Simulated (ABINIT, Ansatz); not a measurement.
# A GW chain in ABINIT: CsCaF3 (Pm-3m), part 2 of 3

How does a plane-wave GW calculation on CsCaF3 (Pm-3m) run from the first input to the gap?

ABINIT 10.8.3; LDA and many-body steps on it, plane waves. Known limits of the many-body steps: not at the basis limit; no spin-orbit coupling; coarse k mesh.

So far. Step 2 (Ground state): The gap is indirect, with the least direct gap 0.02 eV higher.

## Step 3: Bands along the symmetry lines

Level of this step: DFT, LDA, plane waves, norm-conserving pseudopotentials (ABINIT).

The cheap functional maps the bands first; the places of the edges decide which points the dearer methods must see.

The input, run.abi:

```
acell 3*1.0 Angstrom
rprim 
  4.520531030000 0.000000000000 0.000000000000
  0.000000000000 4.520531030000 0.000000000000
  0.000000000000 0.000000000000 4.520531030000
ntypat 3
znucl 55 20 9
natom 5
typat 1 2 3 3 3
xred 
  0.000000000000 0.000000000000 0.000000000000
  0.500000000000 0.500000000000 0.500000000000
  0.000000000000 0.500000000000 0.500000000000
  0.500000000000 0.000000000000 0.500000000000
  0.500000000000 0.500000000000 0.000000000000
pp_dirpath "pseudos"
pseudos "Cs.upf, Ca.upf, F.upf"
ecut 36
iscf -2
irdden 1
kptopt 0
nkpt 50
kpt 
  0.00000000 0.00000000 0.00000000
  0.00000000 0.06250000 0.00000000
  0.00000000 0.12500000 0.00000000
  0.00000000 0.18750000 0.00000000
  0.00000000 0.25000000 0.00000000
  0.00000000 0.31250000 0.00000000
  0.00000000 0.37500000 0.00000000
  0.00000000 0.43750000 0.00000000
  0.00000000 0.50000000 0.00000000
  0.06250000 0.50000000 0.00000000
  0.12500000 0.50000000 0.00000000
  0.18750000 0.50000000 0.00000000
  0.25000000 0.50000000 0.00000000
  0.31250000 0.50000000 0.00000000
  0.37500000 0.50000000 0.00000000
  0.43750000 0.50000000 0.00000000
  0.50000000 0.50000000 0.00000000
  0.43750000 0.43750000 0.00000000
  0.37500000 0.37500000 0.00000000
  0.31250000 0.31250000 0.00000000
  0.25000000 0.25000000 0.00000000
  0.18750000 0.18750000 0.00000000
  0.12500000 0.12500000 0.00000000
  0.06250000 0.06250000 0.00000000
  0.00000000 0.00000000 0.00000000
  0.06250000 0.06250000 0.06250000
  0.12500000 0.12500000 0.12500000
  0.18750000 0.18750000 0.18750000
  0.25000000 0.25000000 0.25000000
  0.31250000 0.31250000 0.31250000
  0.37500000 0.37500000 0.37500000
  0.43750000 0.43750000 0.43750000
  0.50000000 0.50000000 0.50000000
  0.43750000 0.50000000 0.43750000
  0.37500000 0.50000000 0.37500000
  0.31250000 0.50000000 0.31250000
  0.25000000 0.50000000 0.25000000
  0.18750000 0.50000000 0.18750000
  0.12500000 0.50000000 0.12500000
  0.06250000 0.50000000 0.06250000
  0.00000000 0.50000000 0.00000000
  0.50000000 0.50000000 0.50000000
  0.50000000 0.50000000 0.43750000
  0.50000000 0.50000000 0.37500000
  0.50000000 0.50000000 0.31250000
  0.50000000 0.50000000 0.25000000
  0.50000000 0.50000000 0.18750000
  0.50000000 0.50000000 0.12500000
  0.50000000 0.50000000 0.06250000
  0.50000000 0.50000000 0.00000000
istwfk *1
nband 27
nbdbuf 2
tolwfr 1e-08
nstep 40
prtwf 0
prtvol 0
indata_prefix "in"
outdata_prefix "out"
tmpdata_prefix "tmp"
```

Run with:

```bash
$ OMP_NUM_THREADS=1 mpirun -n 4 abinit run.abi > log
```

Numbers of over 12 decimals in the logs are rounded to 6 here.

The program printed:

```text
.Version 10.8.3 of ABINIT. v10.8.2 released Aug 2026.

 Symmetries : space group Pm -3 m (#221); Bravais cP (primitive cubic)
[... echo of the input left out ...]
== DATASET  1 ==================================================================
-   mpi_nproc: 4, omp_nthreads: 1 (-1 if OMP is not activated)

--- !DatasetInfo
iteration_state: {dtset: 1, }
dimensions: {natom: 5, nkpt: 50, mband: 27, nsppol: 1, nspinor: 1, nspden: 1, mpw: 6488, }
cutoff_energies: {ecut:  36.0, pawecutdg:  -1.0, }
electrons: {nelect:   4.00000000E+01, charge:   0.00000000E+00, occopt:   1.00000000E+00, tsmear:   1.00000000E-02, }

 Real(R)+Recip(G) space primitive vectors, cartesian coordinates (Bohr,Bohr^-1):
 R(1)=  8.5425656  0.0000000  0.0000000  G(1)=  0.1170609  0.0000000  0.0000000
 R(2)=  0.0000000  8.5425656  0.0000000  G(2)=  0.0000000  0.1170609  0.0000000
 R(3)=  0.0000000  0.0000000  8.5425656  G(3)=  0.0000000  0.0000000  0.1170609
 Unit cell volume ucvol=  6.2339737E+02 bohr^3
 Angles (23,13,12)=  9.00000000E+01  9.00000000E+01  9.00000000E+01 degrees

 getcut: wavevector=  0.0000  0.0000  0.0000  ngfft=  48  48  48
         ecut(hartree)=     36.000   => boxcut(ratio)=   2.08035

--- Pseudopotential description ------------------------------------------------
- Cs Generated using ONCVPSP code by D. R. Hamann
- 55.00000   9.00000  201201                  znucl, zion, pspdat
12 -1012 3 -1 2328                            pspcod,pspxc,lmax,lloc,mmax
     nproj     2     2     2     2
  pspatm : epsatm=   21.68725381
         --- l  ekb(1:nproj) -->
             0    6.247599    0.778427
             1    6.343167    0.797067
             2    3.778962    0.917083
[...]
pspatm: atomic psp has been read  and splines computed

- Ca Generated using ONCVPSP code by D. R. Hamann
- 20.00000  10.00000  180309                  znucl, zion, pspdat
12 -1012 2 -1 1724                            pspcod,pspxc,lmax,lloc,mmax
     nproj     2     2     2     0
  pspatm : epsatm=   12.51424511
         --- l  ekb(1:nproj) -->
[...]
pspatm: atomic psp has been read  and splines computed

- F Generated using ONCVPSP code by D. R. Hamann
-  9.00000   7.00000  201202                  znucl, zion, pspdat
12 -1012 2 -1 824                             pspcod,pspxc,lmax,lloc,mmax
     nproj     2     2     1     0
  pspatm : epsatm=    4.94580260
         --- l  ekb(1:nproj) -->
[...]
2   -2.364936
 pspatm: atomic psp has been read  and splines computed

--------------------------------------------------------------------------------

================================================================================
 prteigrs : about to open file out_EIG
 Non-SCF case, kpt    1 (  0.00000  0.00000  0.00000), residuals and eigenvalues=
  5.19E-09  5.67E-09  5.90E-09  6.34E-09  7.77E-09  3.96E-09  5.82E-09  8.36E-09
[...]
Non-SCF case, kpt   49 (  0.50000  0.50000  0.06250), residuals and eigenvalues=
[...]
Non-SCF case, kpt   50 (  0.50000  0.50000  0.00000), residuals and eigenvalues=
[...]
-4.4337E-02 -4.1663E-02 -2.0831E-02 -2.0831E-02 -1.3248E-02 -7.8908E-04
 -7.8908E-04  5.2218E-03  3.2344E-01  3.3604E-01  3.3604E-01  3.4220E-01
[...]
--- !ResultsGS
iteration_state: {dtset: 1, }
comment   : Summary of ground state results
lattice_vectors:
- [  8.5425656,   0.0000000,   0.0000000, ]
- [  0.0000000,   8.5425656,   0.0000000, ]
- [  0.0000000,   0.0000000,   8.5425656, ]
lattice_lengths: [   8.54257,    8.54257,    8.54257, ]
lattice_angles: [ 90.000,  90.000,  90.000, ] # degrees, (23, 13, 12)
lattice_volume:   6.2339737E+02
convergence: {deltae:  0.000E+00, res2:  0.000E+00, residm:  9.991E-09, diffor:  0.000E+00, }
etotal    :  -1.36234858E+02
entropy   :   0.00000000E+00
fermie    :   5.59362094E-03
cartesian_stress_tensor: null
pressure_GPa: null
xred      :
- [  0.0000E+00,   0.0000E+00,   0.0000E+00, Cs]
- [  5.0000E-01,   5.0000E-01,   5.0000E-01, Ca]
- [  0.0000E+00,   5.0000E-01,   5.0000E-01,  F]
- [  5.0000E-01,   0.0000E+00,   5.0000E-01,  F]
- [  5.0000E-01,   5.0000E-01,   0.0000E+00,  F]
cartesian_forces: null
force_length_stats: {min: null, max: null, mean: null, }

 Integrated electronic density in atomic spheres:
 ------------------------------------------------
 Atom  Sphere_radius  Integrated_density
[...]
================================================================================

 ----iterations are completed or convergence reached----

 Mean square residual over all n,k,spin=   68.151E-10; max=  99.907E-10
 reduced coordinates (array xred) for    5 atoms
[...]
cartesian coordinates (angstrom) at end:
    1      0.000000     0.000000     0.000000
    2      2.260266     2.260266     2.260266
    3      0.000000     2.260266     2.260266
    4      2.260266     0.000000     2.260266
    5      2.260266     2.260266     0.000000
 length scales=  1.889726125908  1.889726125908  1.889726125908 bohr
              =  1.000000000000  1.000000000000  1.000000000000 angstroms
 prteigrs : about to open file out_EIG
 Eigenvalues (hartree) for nkpt=  50  k points:
 kpt#   1, nband= 27, wtk=  1.00000, kpt=  0.0000  0.0000  0.0000 (reduced coord)
[...]
kpt#   2, nband= 27, wtk=  1.00000, kpt=  0.0000  0.0625  0.0000 (reduced coord)
[...]
kpt#   3, nband= 27, wtk=  1.00000, kpt=  0.0000  0.1250  0.0000 (reduced coord)
[...]
kpt#  49, nband= 27, wtk=  1.00000, kpt=  0.5000  0.5000  0.0625 (reduced coord)
[...]
0.39612    0.43155    0.43473
 kpt#  50, nband= 27, wtk=  1.00000, kpt=  0.5000  0.5000  0.0000 (reduced coord)
[...]
-0.15460   -0.15460   -0.13421   -0.05435   -0.04434   -0.04166   -0.02083   -0.02083
  -0.01325   -0.00079   -0.00079    0.00522    0.32344    0.33604    0.33604    0.34220
   0.39512    0.42661    0.44642

== END DATASET(S) ==============================================================
================================================================================

 -outvars: echo values of variables after computation  --------
            nband          27
             nkpt          50
          spgroup         221
 [... the other variables as echoed above ...]

 Calculation completed.
```

Run time: 53 s. Hardware: 4 MPI ranks of Arm Neoverse V2, shared host; peak memory 0.41 GiB.

This step gave:

```yaml
gap: 6.840 eV
k_of_the_valence_top: 0.5, 0.5, 0.5
k_of_the_conduction_bottom: 0, 0, 0
least_direct_gap: 6.864 eV
```

The gap is 6.840 eV, as in the run before at this level.

Electronic bands along the path, in eV, zero at the top of the highest filled band:

```tsv
point	band 17	band 18	band 19	band 20	band 21	band 22	band 23	band 24
Γ	-0.39	-0.02	-0.02	-0.02	6.84	8.03	8.03	8.40
halfway	-0.44	-0.41	-0.12	-0.12	7.67	8.47	8.59	8.86
X	-0.39	-0.39	-0.26	-0.26	8.54	8.84	9.02	9.48
halfway	-0.37	-0.37	-0.31	-0.10	8.92	8.96	9.18	9.19
M	-0.51	-0.17	-0.17	-0.01	8.65	8.99	8.99	9.16
halfway	-0.49	-0.31	-0.23	-0.07	8.28	8.71	8.88	9.13
Γ	-0.39	-0.02	-0.02	-0.02	6.84	8.03	8.03	8.40
halfway	-0.59	-0.20	-0.15	-0.15	8.81	8.97	8.97	9.22
R	-0.46	0.00	0.00	0.00	8.82	8.82	8.82	10.02
halfway	-0.51	-0.27	-0.14	-0.13	8.78	9.15	9.62	9.66
X	-0.39	-0.39	-0.26	-0.26	8.54	8.84	9.02	9.48
jump to R	-0.46	0.00	0.00	0.00	8.82	8.82	8.82	10.02
halfway	-0.55	-0.12	-0.12	-0.01	8.77	9.00	9.00	9.64
M	-0.51	-0.17	-0.17	-0.01	8.65	8.99	8.99	9.16
```

## Step 4: Empty states on the mesh, 2×2×2 mesh, 71 bands

The sums over transitions need many empty states on a uniform mesh; this step solves for them.

The input, run.abi:

```
acell 3*1.0 Angstrom
rprim 
  4.520531030000 0.000000000000 0.000000000000
  0.000000000000 4.520531030000 0.000000000000
  0.000000000000 0.000000000000 4.520531030000
ntypat 3
znucl 55 20 9
natom 5
typat 1 2 3 3 3
xred 
  0.000000000000 0.000000000000 0.000000000000
  0.500000000000 0.500000000000 0.500000000000
  0.000000000000 0.500000000000 0.500000000000
  0.500000000000 0.000000000000 0.500000000000
  0.500000000000 0.500000000000 0.000000000000
pp_dirpath "pseudos"
pseudos "Cs.upf, Ca.upf, F.upf"
ecut 36
ngkpt 2 2 2
nshiftk 1
shiftk 0 0 0
kptopt 1
chksymbreak 0
iscf -2
irdden 1
istwfk *1
nband 71
nbdbuf 6
tolwfr 1e-09
nstep 60
prtvol 0
indata_prefix "in"
outdata_prefix "out"
tmpdata_prefix "tmp"
```

The program printed:

```text
.Version 10.8.3 of ABINIT. v10.8.2 released Aug 2026.

 Symmetries : space group Pm -3 m (#221); Bravais cP (primitive cubic)
[... echo of the input left out ...]
== DATASET  1 ==================================================================
-   mpi_nproc: 4, omp_nthreads: 1 (-1 if OMP is not activated)

--- !DatasetInfo
iteration_state: {dtset: 1, }
dimensions: {natom: 5, nkpt: 4, mband: 71, nsppol: 1, nspinor: 1, nspden: 1, mpw: 6488, }
cutoff_energies: {ecut:  36.0, pawecutdg:  -1.0, }
electrons: {nelect:   4.00000000E+01, charge:   0.00000000E+00, occopt:   1.00000000E+00, tsmear:   1.00000000E-02, }

 Real(R)+Recip(G) space primitive vectors, cartesian coordinates (Bohr,Bohr^-1):
 R(1)=  8.5425656  0.0000000  0.0000000  G(1)=  0.1170609  0.0000000  0.0000000
 R(2)=  0.0000000  8.5425656  0.0000000  G(2)=  0.0000000  0.1170609  0.0000000
 R(3)=  0.0000000  0.0000000  8.5425656  G(3)=  0.0000000  0.0000000  0.1170609
 Unit cell volume ucvol=  6.2339737E+02 bohr^3
 Angles (23,13,12)=  9.00000000E+01  9.00000000E+01  9.00000000E+01 degrees

 getcut: wavevector=  0.0000  0.0000  0.0000  ngfft=  48  48  48
         ecut(hartree)=     36.000   => boxcut(ratio)=   2.08035

--- Pseudopotential description ------------------------------------------------
- Cs Generated using ONCVPSP code by D. R. Hamann
- 55.00000   9.00000  201201                  znucl, zion, pspdat
12 -1012 3 -1 2328                            pspcod,pspxc,lmax,lloc,mmax
     nproj     2     2     2     2
  pspatm : epsatm=   21.68725381
         --- l  ekb(1:nproj) -->
             0    6.247599    0.778427
             1    6.343167    0.797067
             2    3.778962    0.917083
[...]
pspatm: atomic psp has been read  and splines computed

- Ca Generated using ONCVPSP code by D. R. Hamann
- 20.00000  10.00000  180309                  znucl, zion, pspdat
12 -1012 2 -1 1724                            pspcod,pspxc,lmax,lloc,mmax
     nproj     2     2     2     0
  pspatm : epsatm=   12.51424511
         --- l  ekb(1:nproj) -->
[...]
pspatm: atomic psp has been read  and splines computed

- F Generated using ONCVPSP code by D. R. Hamann
-  9.00000   7.00000  201202                  znucl, zion, pspdat
12 -1012 2 -1 824                             pspcod,pspxc,lmax,lloc,mmax
     nproj     2     2     1     0
  pspatm : epsatm=    4.94580260
         --- l  ekb(1:nproj) -->
[...]
2   -2.364936
 pspatm: atomic psp has been read  and splines computed

--------------------------------------------------------------------------------

================================================================================
 prteigrs : about to open file out_EIG
 Non-SCF case, kpt    1 (  0.00000  0.00000  0.00000), residuals and eigenvalues=
  3.65E-10  7.29E-10  4.75E-10  9.09E-10  4.45E-10  2.94E-10  5.55E-10  8.45E-10
[...]
4.81E-10  1.75E-10  2.86E-10  6.15E-10  9.75E-10  6.28E-10  9.72E-10  9.25E-11
[...]
7.48E-10  5.82E-10  3.60E-07  1.25E-06  9.49E-06  8.29E-10  1.37E-07
 -1.2865E+00 -6.8540E-01 -6.7683E-01 -6.7683E-01 -6.2360E-01 -6.0215E-01
 -6.0215E-01 -6.0215E-01 -1.4559E-01 -1.4559E-01 -1.4559E-01 -1.7416E-02
 -1.7416E-02 -1.7416E-02 -8.8119E-03 -8.8119E-03 -8.8119E-03  4.7082E-03
[...]
9.5642E-01  9.5642E-01  1.0710E+00  1.0710E+00  1.0710E+00  1.0912E+00
  1.0912E+00  1.0912E+00  1.0930E+00  1.2437E+00  1.2437E+00  1.2437E+00
  1.2683E+00  1.2700E+00  1.2701E+00  1.2757E+00  1.2759E+00
 prteigrs : prtvol=0 or 1, do not print more k-points.

--- !ResultsGS
iteration_state: {dtset: 1, }
comment   : Summary of ground state results
lattice_vectors:
- [  8.5425656,   0.0000000,   0.0000000, ]
- [  0.0000000,   8.5425656,   0.0000000, ]
- [  0.0000000,   0.0000000,   8.5425656, ]
lattice_lengths: [   8.54257,    8.54257,    8.54257, ]
lattice_angles: [ 90.000,  90.000,  90.000, ] # degrees, (23, 13, 12)
lattice_volume:   6.2339737E+02
convergence: {deltae:  0.000E+00, res2:  0.000E+00, residm:  9.915E-10, diffor:  0.000E+00, }
etotal    :  -1.36234858E+02
entropy   :   0.00000000E+00
fermie    :   5.59362094E-03
cartesian_stress_tensor: null
pressure_GPa: null
xred      :
- [  0.0000E+00,   0.0000E+00,   0.0000E+00, Cs]
- [  5.0000E-01,   5.0000E-01,   5.0000E-01, Ca]
- [  0.0000E+00,   5.0000E-01,   5.0000E-01,  F]
- [  5.0000E-01,   0.0000E+00,   5.0000E-01,  F]
- [  5.0000E-01,   5.0000E-01,   0.0000E+00,  F]
cartesian_forces: null
force_length_stats: {min: null, max: null, mean: null, }

 Integrated electronic density in atomic spheres:
 ------------------------------------------------
 Atom  Sphere_radius  Integrated_density
[...]
================================================================================

 ----iterations are completed or convergence reached----

 Mean square residual over all n,k,spin=   49.447E-11; max=  99.153E-11
 reduced coordinates (array xred) for    5 atoms
[...]
0.500000000000      0.000000000000      0.500000000000
       0.500000000000      0.500000000000      0.000000000000

 cartesian coordinates (angstrom) at end:
    1      0.000000     0.000000     0.000000
    2      2.260266     2.260266     2.260266
    3      0.000000     2.260266     2.260266
    4      2.260266     0.000000     2.260266
    5      2.260266     2.260266     0.000000
 length scales=  1.889726125908  1.889726125908  1.889726125908 bohr
              =  1.000000000000  1.000000000000  1.000000000000 angstroms
 prteigrs : about to open file out_EIG
 Eigenvalues (hartree) for nkpt=   4  k points:
 kpt#   1, nband= 71, wtk=  0.12500, kpt=  0.0000  0.0000  0.0000 (reduced coord)
[...]
0.84041    0.84041    0.90166    0.93354    0.93354    0.93354    0.95642    0.95642
   1.07102    1.07102    1.07102    1.09123    1.09123    1.09123    1.09298    1.24371
   1.24371    1.24371    1.26825    1.26999    1.27008    1.27571    1.27590
 prteigrs : prtvol=0 or 1, do not print more k-points.

== END DATASET(S) ==============================================================
================================================================================

 -outvars: echo values of variables after computation  --------
            nband          71
             nkpt           4
          spgroup         221
 [... the other variables as echoed above ...]

 Calculation completed.
```

Run time: 15 s. Hardware: 4 MPI ranks; peak memory 0.32 GiB; 61 s of CPU time.

Numbers from this step:

```yaml
gap: 6.840 eV
k_of_the_valence_top: 0.5, 0.5, 0.5
k_of_the_conduction_bottom: 0, 0, 0
least_direct_gap: 6.864 eV
k_points_computed: 4
lowest_point_of_the_top_converged_band_above_the_valence_top: 30.23 eV
```

On this mesh the gap is 6.840 eV.

## Step 5: Screening, 2×2×2 mesh, 65 bands, screening to 98 eV

The RPA dielectric matrix is built and inverted for each q.

This step: RPA screening on LDA, plane waves, norm-conserving pseudopotentials.

run.abi, as its differences from that of step 4:

```diff
@@ -23,10 +23,11 @@
 chksymbreak 0
-iscf -2
-irdden 1
 istwfk *1
-nband 71
-nbdbuf 6
-tolwfr 1e-09
-nstep 60
-prtvol 0
+occopt 1
+irdwfk 1
+optdriver 3
+nband 65
+ecuteps 3.6
+inclvkb 2
+awtr 1
+symchi 1
 indata_prefix "in"
```

The program printed:

```text
.Version 10.8.3 of ABINIT. v10.8.2 released Aug 2026.

 Symmetries : space group Pm -3 m (#221); Bravais cP (primitive cubic)
[... echo of the input left out ...]
== DATASET  1 ==================================================================
-   mpi_nproc: 4, omp_nthreads: 1 (-1 if OMP is not activated)

--- !DatasetInfo
iteration_state: {dtset: 1, }
dimensions: {natom: 5, nkpt: 4, mband: 65, nsppol: 1, nspinor: 1, nspden: 1, mpw: 6488, }
cutoff_energies: {ecut:  36.0, pawecutdg:  -1.0, }
electrons: {nelect:   4.00000000E+01, charge:   0.00000000E+00, occopt:   1.00000000E+00, tsmear:   1.00000000E-02, }

 SCREENING: Calculation of the susceptibility and dielectric matrices

 Based on a program developped by R.W. Godby, V. Olevano, G. Onida, and L. Reining.
 Incorporated in ABINIT by V. Olevano, G.-M. Rignanese, and M. Torrent.
.Using double precision arithmetic ; gwpc =  8

[... cell and pseudopotentials left out ...]
--------------------------------------------------------------------------------

 ==== K-mesh for the wavefunctions ====
 Number of points in the irreducible wedge :     4
[... list of points left out ...]
 Together with 48 symmetry operations and time-reversal symmetry
 yields     8 points in the full Brillouin Zone.

 ==== Q-mesh for the screening function ====
 Number of points in the irreducible wedge :     4
[... list of points left out ...]
 Together with 48 symmetry operations and time-reversal symmetry
 yields     8 points in the full Brillouin Zone.

 setmesh: FFT mesh size selected  =    32x   32x   32
          total number of points  =        32768

 vcoul_init : cutoff-mode = AUXILIARY_FUNCTION
 q-points for optical limit:   1
     1)      0.000010    0.000020    0.000030

- screening: taking advantage of time-reversal symmetry
- Maximum band index for partially occupied states nbvw = 20
- Remaining bands to be divided among processors   nbcw = 45
- Number of bands treated by each node ~11

 Number of electrons calculated from density =   40.0000; Expected =   40.0000
 average of density, n =  0.064165
 r_s =    1.5495
 omega_plasma =   24.4345 [eV]

 calculating chi0 at frequencies [eV] :
  1    0.000000E+00    0.000000E+00
  2    0.000000E+00    2.443448E+01

--------------------------------------------------------------------------------
  q-point number  1        q = ( 0.000000, 0.000000, 0.000000) [r.l.u.]
--------------------------------------------------------------------------------
[... chi0 elements left out ...]
 For q-point:  0.000010 0.000020 0.000030
  dielectric constant =   2.3678
  dielectric constant without local fields =   2.6135

  Average fulfillment of the sum rule on Im[epsilon] for q-point    1 :     34.15  [%]
[... wings left out ...]
  q-point number  2        q = ( 0.500000, 0.000000, 0.000000) [r.l.u.]
--------------------------------------------------------------------------------
[... chi0 elements left out ...]
  Average fulfillment of the sum rule on Im[epsilon] for q-point    2 :     43.36  [%]

 [... 2 further q-points ...]
```

Run time: 8.3 s. Hardware: 4 MPI ranks; peak memory 0.85 GiB; 33 s of CPU time.

Numbers from this step:

```
ε∞ with local fields, on this mesh, along the program's q direction : 2.368
the same without local fields                                       : 2.614
plasma frequency                                                    : 24.43 eV
plane waves in the screening matrix                                 : 203
```

Local fields lower ε∞ by 9 %. On a Γ-centred mesh this coarse the value itself is usually too large, while a short band sum pulls it down.

(Part 2 of 3 ends here.)

[Paths, hosts, dates, memory and timing lines, banners, echoed tables and standing remarks are left out of the program output.]

[Logs are printed without paths, hosts, clocks, repeated set-up lines and the standing remarks that a program may print on its own settings, such as how far it seeks lower states.]

[Runs of the session that timed out or met a known fault of the program may be left out.]

[Hosts, paths, dates, database ids (printed as entryN), source tags and the programs' standing remarks are cut or masked in the printed files.]

[G0W0 gaps are taken among the corrected bands and points alone; a level outside them can change the order at an edge.]

[Where Ansatz stands beside ABINIT at settings called matched, ABINIT's density can come from a denser mesh and the files from another edition; pairs whose starting gaps differed by over 0.03 eV were left out, so agreement reads better than it is.]
